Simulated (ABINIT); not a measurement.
# Quasiparticle gap of SiO2 (P3_221) in ABINIT, part 2 of 3

Aim: the G0W0 gap of SiO2 (P3_221) on PBE, step by step.

ABINIT 10.8.3; PBE and many-body steps on it, plane waves. Known limits of the many-body steps: not at the basis limit; coarse k mesh.

So far. Step 2 (Ground state): The gap is indirect, with the least direct gap 0.32 eV higher.

## 3. Bands along the symmetry lines

Level of this step: DFT, PBE, plane waves, norm-conserving pseudopotentials (ABINIT).

Levels along a band path, at the cheap level, show where the edges lie and whether the meshes to come will hold them.

run.abi

```
acell 3*1.0 Angstrom
rprim 
  4.916359999971 0.000000000007 0.000000000000
  -2.458179999991 4.257692654122 0.000000000000
  0.000000000000 0.000000000000 5.408400000000
ntypat 2
znucl 14 8
natom 9
typat 1 1 1 2 2 2 2 2 2
xred 
  0.469730000000 0.000000000000 0.666666666667
  0.000000000000 0.469730000000 0.333333333333
  0.530270000000 0.530270000000 -0.000000000000
  0.413540000000 0.267580000000 0.785580000000
  0.732420000000 0.145960000000 0.452246666667
  0.854040000000 0.586460000000 0.118913333333
  0.267580000000 0.413540000000 0.214420000000
  0.145960000000 0.732420000000 0.547753333333
  0.586460000000 0.854040000000 0.881086666667
pp_dirpath "pseudos"
pseudos "Si.upf, O.upf"
ecut 36
iscf -2
irdden 1
kptopt 0
nkpt 39
kpt 
  0.00000000 0.00000000 0.00000000
  0.12500000 0.00000000 0.00000000
  0.25000000 0.00000000 0.00000000
  0.37500000 0.00000000 0.00000000
  0.50000000 0.00000000 0.00000000
  0.45833333 0.08333333 0.00000000
  0.41666666 0.16666666 0.00000000
  0.37500000 0.25000000 0.00000000
  0.33333333 0.33333333 0.00000000
  0.25000000 0.25000000 0.00000000
  0.16666666 0.16666666 0.00000000
  0.08333333 0.08333333 0.00000000
  0.00000000 0.00000000 0.00000000
  0.00000000 0.00000000 0.12500000
  0.00000000 0.00000000 0.25000000
  0.00000000 0.00000000 0.37500000
  0.00000000 0.00000000 0.50000000
  0.12500000 0.00000000 0.50000000
  0.25000000 0.00000000 0.50000000
  0.37500000 0.00000000 0.50000000
  0.50000000 0.00000000 0.50000000
  0.45833333 0.08333333 0.50000000
  0.41666666 0.16666666 0.50000000
  0.37500000 0.25000000 0.50000000
  0.33333333 0.33333333 0.50000000
  0.25000000 0.25000000 0.50000000
  0.16666666 0.16666666 0.50000000
  0.08333333 0.08333333 0.50000000
  0.00000000 0.00000000 0.50000000
  0.50000000 0.00000000 0.50000000
  0.50000000 0.00000000 0.37500000
  0.50000000 0.00000000 0.25000000
  0.50000000 0.00000000 0.12500000
  0.50000000 -0.00000000 0.00000000
  0.33333333 0.33333333 0.50000000
  0.33333333 0.33333333 0.37500000
  0.33333333 0.33333333 0.25000000
  0.33333333 0.33333333 0.12500000
  0.33333333 0.33333333 0.00000000
istwfk *1
nband 37
nbdbuf 8
tolwfr 1e-07
nstep 50
prtwf 0
prtvol 0
indata_prefix "in"
outdata_prefix "out"
tmpdata_prefix "tmp"
```

Command:

```
$ OMP_NUM_THREADS=1 mpirun -n 4 abinit run.abi > log
```

Numbers of over 12 decimals in the logs are rounded to 6 here.

What it wrote:

```text
.Version 10.8.3 of ABINIT. v10.8.2 released Aug 2026.

 Symmetries : space group P3_2 2 1 (#154); Bravais hP (primitive hexag.)
[... echo of the input left out ...]
== DATASET  1 ==================================================================
-   mpi_nproc: 4, omp_nthreads: 1 (-1 if OMP is not activated)

--- !DatasetInfo
iteration_state: {dtset: 1, }
dimensions: {natom: 9, nkpt: 39, mband: 37, nsppol: 1, nspinor: 1, nspden: 1, mpw: 7935, }
cutoff_energies: {ecut:  36.0, pawecutdg:  -1.0, }
electrons: {nelect:   4.80000000E+01, charge:   0.00000000E+00, occopt:   1.00000000E+00, tsmear:   1.00000000E-02, }

 Real(R)+Recip(G) space primitive vectors, cartesian coordinates (Bohr,Bohr^-1):
 R(1)=  9.2905739  0.0000000  0.0000000  G(1)=  0.1076360  0.0621437  0.0000000
 R(2)= -4.6452870  8.0458730  0.0000000  G(2)=  0.0000000  0.1242873  0.0000000
 R(3)=  0.0000000  0.0000000 10.2203948  G(3)=  0.0000000  0.0000000  0.0978436
 Unit cell volume ucvol=  7.6398247E+02 bohr^3
 Angles (23,13,12)=  9.00000000E+01  9.00000000E+01  1.20000000E+02 degrees

 getcut: wavevector=  0.0000  0.0000  0.0000  ngfft=  54  54  60
         ecut(hartree)=     36.000   => boxcut(ratio)=   2.15246

--- Pseudopotential description ------------------------------------------------
- Si Generated using ONCVPSP code by D. R. Hamann
- 14.00000   4.00000  171031                  znucl, zion, pspdat
12 -101130 2 -1 1510                          pspcod,pspxc,lmax,lloc,mmax
     nproj     2     2     2
  pspatm : epsatm=    9.34321561
         --- l  ekb(1:nproj) -->
             0    5.168965    0.829883
             1    2.571282    0.578307
             2   -2.427311   -0.488097
 pspatm: atomic psp has been read  and splines computed

- O Generated using ONCVPSP code by D. R. Hamann
-  8.00000   6.00000  171031                  znucl, zion, pspdat
12 -101130 2 -1 936                           pspcod,pspxc,lmax,lloc,mmax
     nproj     2     2     1
  pspatm : epsatm=    6.19545534
         --- l  ekb(1:nproj) -->
[...]
2   -1.331955
 pspatm: atomic psp has been read  and splines computed

--------------------------------------------------------------------------------

================================================================================
 prteigrs : about to open file out_EIG
 Non-SCF case, kpt    1 (  0.00000  0.00000  0.00000), residuals and eigenvalues=
  2.58E-08  1.69E-08  6.55E-08  5.66E-08  2.50E-08  3.37E-08  1.51E-08  3.56E-08
  4.53E-08  2.63E-08  3.30E-08  9.53E-08  2.86E-08  8.98E-08  2.47E-08  3.40E-08
  3.94E-08  7.85E-08  8.44E-08  3.00E-08  8.78E-08  6.54E-08  3.90E-08  9.57E-08
[...]
3.63E-06  4.66E-05  1.09E-04  2.27E-04  1.41E-03
 -7.0406E-01 -6.4788E-01 -6.4788E-01 -6.2422E-01 -6.2303E-01 -6.2303E-01
 -2.9529E-01 -2.9529E-01 -1.9193E-01 -1.9157E-01 -1.8494E-01 -1.8494E-01
[...]
4.8531E-01

--- !ResultsGS
iteration_state: {dtset: 1, }
comment   : Summary of ground state results
lattice_vectors:
- [  9.2905739,   0.0000000,   0.0000000, ]
- [ -4.6452870,   8.0458730,   0.0000000, ]
- [  0.0000000,   0.0000000,  10.2203948, ]
lattice_lengths: [   9.29057,    9.29057,   10.22039, ]
lattice_angles: [ 90.000,  90.000, 120.000, ] # degrees, (23, 13, 12)
lattice_volume:   7.6398247E+02
convergence: {deltae:  0.000E+00, res2:  0.000E+00, residm:  9.986E-08, diffor:  0.000E+00, }
etotal    :  -1.12355417E+02
entropy   :   0.00000000E+00
fermie    :   7.22210299E-03
cartesian_stress_tensor: null
pressure_GPa: null
xred      :
- [  4.6973E-01,   7.4015E-17,   6.6667E-01, Si]
- [  1.6639E-18,   4.6973E-01,   3.3333E-01, Si]
- [  5.3027E-01,   5.3027E-01,   9.2519E-18, Si]
- [  4.1354E-01,   2.6758E-01,   7.8558E-01,  O]
- [  7.3242E-01,   1.4596E-01,   4.5225E-01,  O]
- [  8.5404E-01,   5.8646E-01,   1.1891E-01,  O]
- [  2.6758E-01,   4.1354E-01,   2.1442E-01,  O]
- [  1.4596E-01,   7.3242E-01,   5.4775E-01,  O]
- [  5.8646E-01,   8.5404E-01,   8.8109E-01,  O]
cartesian_forces: null
force_length_stats: {min: null, max: null, mean: null, }

 Integrated electronic density in atomic spheres:
 ------------------------------------------------
 Atom  Sphere_radius  Integrated_density
[...]
================================================================================

 ----iterations are completed or convergence reached----

 Mean square residual over all n,k,spin=   49.400E-09; max=  99.857E-09
 reduced coordinates (array xred) for    9 atoms
[...]
0.145960000000      0.732420000000      0.547753333333
       0.586460000000      0.854040000000      0.881086666667

 cartesian coordinates (angstrom) at end:
    1      2.309362     3.29e-12     3.605600
    2     -1.154681     1.999966     1.802800
    3      1.303499     2.257727     0.000000
[...]
8     -1.082828     3.118419     2.962469
    9      0.783864     3.636240     4.765269
 length scales=  1.889726125908  1.889726125908  1.889726125908 bohr
              =  1.000000000000  1.000000000000  1.000000000000 angstroms
 prteigrs : about to open file out_EIG
 Eigenvalues (hartree) for nkpt=  39  k points:
 kpt#   1, nband= 37, wtk=  1.00000, kpt=  0.0000  0.0000  0.0000 (reduced coord)
[...]
kpt#   2, nband= 37, wtk=  1.00000, kpt=  0.1250  0.0000  0.0000 (reduced coord)
[...]
kpt#   3, nband= 37, wtk=  1.00000, kpt=  0.2500  0.0000  0.0000 (reduced coord)
[...]
kpt#  38, nband= 37, wtk=  1.00000, kpt=  0.3333  0.3333  0.1250 (reduced coord)
[...]
0.44201    0.46214    0.46747    0.48612    0.48696
 kpt#  39, nband= 37, wtk=  1.00000, kpt=  0.3333  0.3333  0.0000 (reduced coord)
[...]
-0.06818   -0.06242   -0.05562   -0.03780   -0.03780   -0.00873   -0.00873    0.00722
   0.33569    0.33569    0.35394    0.38873    0.39447    0.39447    0.40742    0.40742
   0.44974    0.46113    0.48372    0.48425    0.48531

== END DATASET(S) ==============================================================
================================================================================

 -outvars: echo values of variables after computation  --------
            nband          37
             nkpt          39
          spgroup         154
 [... the other variables as echoed above ...]

 Calculation completed.
```

Elapsed: 54 s, on 4 MPI ranks of Arm Neoverse V2, shared host; peak memory 0.48 GiB.

This step gave:

| Quantity | Value |
| --- | --- |
| gap | 6.031 eV |
| k of the valence top | 0.3333, 0.3333, 0 |
| k of the conduction bottom | 0, 0, 0 |
| least direct gap | 6.346 eV |

The gap is 6.031 eV, as in the run before at this level.

The electronic bands at the labelled points (eV, zero at the top of the highest filled band):

```
    point  band 21  band 22  band 23  band 24  band 25  band 26  band 27  band 28
        Γ    -1.00    -0.68    -0.32    -0.32     6.03     9.33     9.33     9.78
  halfway    -1.00    -0.83    -0.24    -0.15     6.91     9.33     9.40     9.90
        M    -1.03    -0.78    -0.27    -0.04     8.28     9.01     9.73     9.74
  halfway    -1.09    -0.63    -0.31    -0.02     8.47     9.07     9.62     9.95
        K    -1.23    -0.43    -0.43     0.00     8.94     8.94     9.43    10.38
  halfway    -0.91    -0.87    -0.25    -0.11     7.16     9.33     9.48     9.94
        Γ    -1.00    -0.68    -0.32    -0.32     6.03     9.33     9.33     9.78
  halfway    -1.07    -0.53    -0.22    -0.10     6.62     9.17     9.26     9.29
        A    -1.21    -0.21    -0.21    -0.09     7.97     7.97     9.08     9.76
  halfway    -1.08    -0.44    -0.41    -0.15     8.36     8.50     9.40     9.75
        L    -0.88    -0.84    -0.60    -0.19     8.93     9.41     9.69     9.85
  halfway    -0.86    -0.83    -0.62    -0.33     8.96     9.58     9.78     9.89
        H    -0.93    -0.76    -0.58    -0.58     9.02     9.81     9.81    10.12
  halfway    -1.06    -0.54    -0.39    -0.22     8.47     8.65     9.45     9.92
        A    -1.21    -0.21    -0.21    -0.09     7.97     7.97     9.08     9.76
jump to L    -0.88    -0.84    -0.60    -0.19     8.93     9.41     9.69     9.85
  halfway    -0.96    -0.72    -0.44    -0.12     8.56     9.11     9.59    10.06
        M    -1.03    -0.78    -0.27    -0.04     8.28     9.01     9.73     9.74
jump to H    -0.93    -0.76    -0.58    -0.58     9.02     9.81     9.81    10.12
  halfway    -1.01    -0.55    -0.51    -0.20     8.94     9.25     9.62    10.23
        K    -1.23    -0.43    -0.43     0.00     8.94     8.94     9.43    10.38
```

## 4. Empty states on the mesh, 3×3×2 mesh, 236 bands

The sums over transitions need many empty states on a uniform mesh; this step solves for them.

run.abi

```
acell 3*1.0 Angstrom
rprim 
  4.916359999971 0.000000000007 0.000000000000
  -2.458179999991 4.257692654122 0.000000000000
  0.000000000000 0.000000000000 5.408400000000
ntypat 2
znucl 14 8
natom 9
typat 1 1 1 2 2 2 2 2 2
xred 
  0.469730000000 0.000000000000 0.666666666667
  0.000000000000 0.469730000000 0.333333333333
  0.530270000000 0.530270000000 -0.000000000000
  0.413540000000 0.267580000000 0.785580000000
  0.732420000000 0.145960000000 0.452246666667
  0.854040000000 0.586460000000 0.118913333333
  0.267580000000 0.413540000000 0.214420000000
  0.145960000000 0.732420000000 0.547753333333
  0.586460000000 0.854040000000 0.881086666667
pp_dirpath "pseudos"
pseudos "Si.upf, O.upf"
ecut 36
ngkpt 3 3 2
nshiftk 1
shiftk 0 0 0
kptopt 1
chksymbreak 0
iscf -2
irdden 1
istwfk *1
nband 236
nbdbuf 20
tolwfr 1e-09
nstep 60
prtvol 0
indata_prefix "in"
outdata_prefix "out"
tmpdata_prefix "tmp"
```

What it wrote:

```text
.Version 10.8.3 of ABINIT. v10.8.2 released Aug 2026.

 Symmetries : space group P3_2 2 1 (#154); Bravais hP (primitive hexag.)
[... echo of the input left out ...]
== DATASET  1 ==================================================================
-   mpi_nproc: 4, omp_nthreads: 1 (-1 if OMP is not activated)

--- !DatasetInfo
iteration_state: {dtset: 1, }
dimensions: {natom: 9, nkpt: 6, mband: 236, nsppol: 1, nspinor: 1, nspden: 1, mpw: 7935, }
cutoff_energies: {ecut:  36.0, pawecutdg:  -1.0, }
electrons: {nelect:   4.80000000E+01, charge:   0.00000000E+00, occopt:   1.00000000E+00, tsmear:   1.00000000E-02, }

 Real(R)+Recip(G) space primitive vectors, cartesian coordinates (Bohr,Bohr^-1):
 R(1)=  9.2905739  0.0000000  0.0000000  G(1)=  0.1076360  0.0621437  0.0000000
 R(2)= -4.6452870  8.0458730  0.0000000  G(2)=  0.0000000  0.1242873  0.0000000
 R(3)=  0.0000000  0.0000000 10.2203948  G(3)=  0.0000000  0.0000000  0.0978436
 Unit cell volume ucvol=  7.6398247E+02 bohr^3
 Angles (23,13,12)=  9.00000000E+01  9.00000000E+01  1.20000000E+02 degrees

 getcut: wavevector=  0.0000  0.0000  0.0000  ngfft=  54  54  60
         ecut(hartree)=     36.000   => boxcut(ratio)=   2.15246

--- Pseudopotential description ------------------------------------------------
- Si Generated using ONCVPSP code by D. R. Hamann
- 14.00000   4.00000  171031                  znucl, zion, pspdat
12 -101130 2 -1 1510                          pspcod,pspxc,lmax,lloc,mmax
     nproj     2     2     2
  pspatm : epsatm=    9.34321561
         --- l  ekb(1:nproj) -->
             0    5.168965    0.829883
             1    2.571282    0.578307
             2   -2.427311   -0.488097
 pspatm: atomic psp has been read  and splines computed

- O Generated using ONCVPSP code by D. R. Hamann
-  8.00000   6.00000  171031                  znucl, zion, pspdat
12 -101130 2 -1 936                           pspcod,pspxc,lmax,lloc,mmax
     nproj     2     2     1
  pspatm : epsatm=    6.19545534
         --- l  ekb(1:nproj) -->
[...]
2   -1.331955
 pspatm: atomic psp has been read  and splines computed

--------------------------------------------------------------------------------

================================================================================
 prteigrs : about to open file out_EIG
 Non-SCF case, kpt    1 (  0.00000  0.00000  0.00000), residuals and eigenvalues=
  9.13E-10  4.61E-11  9.08E-10  4.85E-11  5.00E-11  5.75E-11  1.01E-10  6.88E-11
  8.96E-11  7.72E-11  9.81E-11  1.03E-10  7.88E-11  9.43E-11  9.85E-11  1.12E-10
  8.83E-11  9.99E-11  8.48E-11  9.90E-11  7.03E-11  7.55E-11  8.59E-11  8.82E-11
[...]
2.23E-05  1.74E-04  1.85E-04  3.22E-04
 -7.0406E-01 -6.4788E-01 -6.4788E-01 -6.2422E-01 -6.2303E-01 -6.2303E-01
 -2.9529E-01 -2.9529E-01 -1.9193E-01 -1.9157E-01 -1.8494E-01 -1.8494E-01
 -1.0033E-01 -1.0033E-01 -9.1767E-02 -8.2419E-02 -4.7610E-02 -4.7610E-02
[...]
2.9235E+00  2.9446E+00  2.9555E+00  2.9555E+00  2.9839E+00  2.9839E+00
  3.0008E+00  3.0030E+00  3.0030E+00  3.0144E+00  3.0335E+00  3.0338E+00
  3.0531E+00  3.0757E+00
 prteigrs : prtvol=0 or 1, do not print more k-points.

--- !ResultsGS
iteration_state: {dtset: 1, }
comment   : Summary of ground state results
lattice_vectors:
- [  9.2905739,   0.0000000,   0.0000000, ]
- [ -4.6452870,   8.0458730,   0.0000000, ]
- [  0.0000000,   0.0000000,  10.2203948, ]
lattice_lengths: [   9.29057,    9.29057,   10.22039, ]
lattice_angles: [ 90.000,  90.000, 120.000, ] # degrees, (23, 13, 12)
lattice_volume:   7.6398247E+02
convergence: {deltae:  0.000E+00, res2:  0.000E+00, residm:  9.979E-10, diffor:  0.000E+00, }
etotal    :  -1.12355417E+02
entropy   :   0.00000000E+00
fermie    :   7.22210299E-03
cartesian_stress_tensor: null
pressure_GPa: null
xred      :
- [  4.6973E-01,   7.4015E-17,   6.6667E-01, Si]
- [  1.6639E-18,   4.6973E-01,   3.3333E-01, Si]
- [  5.3027E-01,   5.3027E-01,   9.2519E-18, Si]
- [  4.1354E-01,   2.6758E-01,   7.8558E-01,  O]
- [  7.3242E-01,   1.4596E-01,   4.5225E-01,  O]
- [  8.5404E-01,   5.8646E-01,   1.1891E-01,  O]
- [  2.6758E-01,   4.1354E-01,   2.1442E-01,  O]
- [  1.4596E-01,   7.3242E-01,   5.4775E-01,  O]
- [  5.8646E-01,   8.5404E-01,   8.8109E-01,  O]
cartesian_forces: null
force_length_stats: {min: null, max: null, mean: null, }

 Integrated electronic density in atomic spheres:
 ------------------------------------------------
 Atom  Sphere_radius  Integrated_density
[...]
================================================================================

 ----iterations are completed or convergence reached----

 Mean square residual over all n,k,spin=   37.220E-11; max=  99.795E-11
 reduced coordinates (array xred) for    9 atoms
[...]
0.145960000000      0.732420000000      0.547753333333
       0.586460000000      0.854040000000      0.881086666667

 cartesian coordinates (angstrom) at end:
    1      2.309362     3.29e-12     3.605600
    2     -1.154681     1.999966     1.802800
[...]
9      0.783864     3.636240     4.765269
 length scales=  1.889726125908  1.889726125908  1.889726125908 bohr
              =  1.000000000000  1.000000000000  1.000000000000 angstroms
 prteigrs : about to open file out_EIG
 Eigenvalues (hartree) for nkpt=   6  k points:
 kpt#   1, nband=236, wtk=  0.05556, kpt=  0.0000  0.0000  0.0000 (reduced coord)
[...]
2.87251    2.87742    2.87742    2.89578    2.90548    2.92347    2.92347    2.94458
   2.95551    2.95551    2.98391    2.98392    3.00081    3.00297    3.00298    3.01445
   3.03351    3.03384    3.05306    3.07574
 prteigrs : prtvol=0 or 1, do not print more k-points.

== END DATASET(S) ==============================================================
================================================================================

 -outvars: echo values of variables after computation  --------
            nband         236
             nkpt           6
          spgroup         154
 [... the other variables as echoed above ...]

 Calculation completed.
```

The job ended after 2.7 min (4 MPI ranks; peak memory 0.55 GiB; 11 min of CPU time).

Numbers from this step:

* gap: 6.031 eV
* k of the valence top: 0.3333, 0.3333, 0
* k of the conduction bottom: 0, 0, 0
* least direct gap: 6.346 eV
* k points computed: 6
* lowest point of the top converged band, above the valence top: 77.6471 eV

On this mesh the gap is 6.031 eV.

(Continued in part 3 of 3.)

[Paths, hosts, dates, memory and timing lines, banners, echoed tables and standing remarks are left out of the program output.]

[Logs are printed without paths, hosts, clocks, repeated set-up lines and the standing remarks that a program may print on its own settings, such as how far it seeks lower states.]

[Runs of the session that timed out or met a known fault of the program may be left out.]

[Hosts, paths, dates, database ids (printed as entryN), source tags and the programs' standing remarks are cut or masked in the printed files.]

[G0W0 gaps are taken among the corrected bands and points alone; a level outside them can change the order at an edge.]

[Where Ansatz stands beside ABINIT at settings called matched, ABINIT's density can come from a denser mesh and the files from another edition; pairs whose starting gaps differed by over 0.03 eV were left out, so agreement reads better than it is.]
